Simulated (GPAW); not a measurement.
# Li/Au(100) in an electric field, part 3 of 3

Wanted: the out-of-plane polarisability of Li/Au(100).

GPAW 26.7.0; GPAW, PAW setups; slab in vacuum, relaxation (the session's first sound run).

So far. Step 9 (Field on): The dipole is now 0.218 e Å, against 0.11 in the run without a field.

## 10. In a field

Contents of run.py:

```python
import json
import numpy as np
from ase import Atoms
from gpaw import GPAW, PW
from gpaw.external import ConstantElectricField

slab = Atoms(
    ['Au', 'Au', 'Au', 'Au', 'Li'],
    positions=[
        [1.44250, 1.44250, 7.00000],
        [0.00000, 0.00000, 9.04000],
        [1.44250, 1.44250, 11.20712],
        [-0.00000, -0.00000, 13.45525],
        [1.44250, 1.44250, 15.09458]],
    cell=[[2.885, 0.0, 0.0], [0.0, 2.885, 0.0], [0.0, 0.0, 21.9968]],
    pbc=[True, True, False])

slab.calc = GPAW(mode=PW(400), xc='PBE', kpts={'size': (11, 11, 1), 'gamma': True},
                 occupations={'name': 'fermi-dirac', 'width': 0.1}, nbands='300%',
                 convergence={'density': 1e-05}, maxiter=200,
                 poissonsolver={'dipolelayer': 'xy'},
                 external=ConstantElectricField(0.3, [0, 0, 1]),
                 symmetry={'tolerance': 1e-3}, txt='slab.txt')
result = {}
energy = slab.get_potential_energy()
fermi = slab.calc.get_fermi_level()
v = slab.calc.get_electrostatic_potential().mean((0, 1)) - fermi
n = slab.calc.get_pseudo_density().mean((0, 1))
L = slab.cell[2, 2]
z = np.arange(len(v)) * L / len(v)
low, high = slab.positions[:, 2].min(), slab.positions[:, 2].max()
below, above = np.interp([low - 4.8, high + 4.8], z, v)
slopes = [np.interp(x, z, np.gradient(v, z)) for x in (low - 4.8, high + 4.8)]
eps = np.array([[slab.calc.get_eigenvalues(k, s) for k in range(len(slab.calc.get_ibz_k_points()))]
                for s in range(slab.calc.get_number_of_spins())]) - fermi
top, bottom = eps[eps < 0].max(), eps[eps > 0].min()
dipole = slab.get_dipole_moment()[2]
print(f'energy {energy:.4f} eV, Fermi level {fermi:.4f} eV, dipole {dipole:.5f} e A')
print(f'potential 4.8 A off the faces, from the Fermi level: lower {below:.4f} eV, upper {above:.4f} eV')
print(f'slope of the potential there: lower {slopes[0]:.5f}, upper {slopes[1]:.5f} eV/A')
print(f'nearest levels on the mesh: {top:.4f} and {bottom:.4f} eV')
print('magnetic moment', round(slab.get_magnetic_moment(), 3))
result.update(energy=energy, fermi=fermi, dipole=dipole, below=below, above=above, slopes=slopes, edges=[top, bottom],
              z=z.tolist(), v=v.tolist(), n=n.tolist(), positions=slab.positions.tolist(),
              forces=slab.get_forces(apply_constraint=False).tolist(), moments=slab.get_magnetic_moments().tolist())
json.dump(result, open('result.json', 'w'))
```

Run with:

```
$ OMP_NUM_THREADS=1 OPENBLAS_NUM_THREADS=1 python run.py
```

Output:

```text
energy -14.4718 eV, Fermi level 1.7305 eV, dipole 0.27232 e A
potential 4.8 A off the faces, from the Fermi level: lower 6.7012 eV, upper 0.7801 eV
slope of the potential there: lower -0.00044, upper 0.00172 eV/A
nearest levels on the mesh: -0.0269 and 0.0459 eV
magnetic moment 0.0
```

It took 4.2 min on 1 thread of Intel Xeon Platinum 8488C (Sapphire Rapids), shared host; peak memory 0.45 GiB.

The electrostatic potential energy of an electron (without an applied field's), less the Fermi level, planar mean by z:

```
z (Å)  electrostatic potential energy of an electron (without an applied field's), less the Fermi level, planar mean (eV)
  0.0                                                                                                                3.74
  0.5                                                                                                                6.70
  1.0                                                                                                                6.70
  1.5                                                                                                                6.70
  2.0                                                                                                                6.70
  2.5                                                                                                                6.70
  3.0                                                                                                                6.70
  3.5                                                                                                                6.70
  4.0                                                                                                                6.68
  4.5                                                                                                                6.64
  5.0                                                                                                                6.47
  5.5                                                                                                                5.79
  6.0                                                                                                                2.98
  6.5                                                                                                               -7.19
  7.0                                                                                                               -18.2
  7.5                                                                                                               -8.03
  8.0                                                                                                              -0.536
  8.5                                                                                                               -7.51
  9.0                                                                                                               -19.1
  9.5                                                                                                               -9.90
 10.0                                                                                                              -0.511
 10.5                                                                                                               -3.90
 11.0                                                                                                               -17.3
 11.5                                                                                                               -15.3
 12.0                                                                                                               -2.76
 12.5                                                                                                               -1.10
 13.0                                                                                                               -11.2
 13.5                                                                                                               -20.6
 14.0                                                                                                               -9.38
 14.5                                                                                                               -2.52
 15.0                                                                                                               -4.04
 15.5                                                                                                               -3.00
 16.0                                                                                                              -0.954
 16.5                                                                                                              0.0398
 17.0                                                                                                               0.482
 17.5                                                                                                               0.665
 18.0                                                                                                               0.737
 18.5                                                                                                               0.764
 19.0                                                                                                               0.774
 19.5                                                                                                               0.779
 20.0                                                                                                               0.778
 20.5                                                                                                               0.780
 21.0                                                                                                               0.780
 21.5                                                                                                               0.779
```

The dipole is now 0.272 e Å, against 0.11 in the run without a field.

## 11. The series

The members are put on one axis.

This step: induced dipole against applied field (GPAW 26.7.0).

Table of dipole along the normal by field:

```
field (V/Å)  dipole along the normal (e·Å)
     -0.200                        -8.2e-4
     -0.100                         0.0547
     -0.050                         0.0823
      0.000                          0.109
      0.050                          0.137
      0.100                          0.164
      0.200                          0.218
      0.300                          0.272
```

## 12. What came out

* work function, upper and lower face: 2.675 and 5.062 eV
* dipole along the normal: 0.109 e Å
* induced dipole per field: 0.546 e Å per V/Å
* out-of-plane polarisability per area, α/(ε0 A): 11.9 Å

The field induces 0.546 e Å per V/Å, a polarisable thickness α/(ε0 A) of 11.9 Å beside 8.09 Å between the outermost nuclei. A perfect conductor would give the distance between its two image planes; a dielectric of thickness t gives t(1 - 1/ε). The two faces differ by 2.4 eV, the step that the slab's dipole makes (e p/(ε0 A) gives 2.4 eV), so the dipole layer is needed. The induced dipole is linear in the field over this range. The cell of 8.32 Å² holds one Li, started on one chosen site; other sites and coverages weren't tried. The in-plane lattice was kept as typed, which isn't the functional's own and leaves some strain; spin-orbit coupling and temperature are left out.

[Logs are printed without paths, hosts, clocks, repeated set-up lines and the standing remarks that a program may print on its own settings, such as how far it seeks lower states.]

[Hosts, paths, dates, database ids (printed as entryN), source tags and the programs' standing remarks are cut or masked in the printed files.]
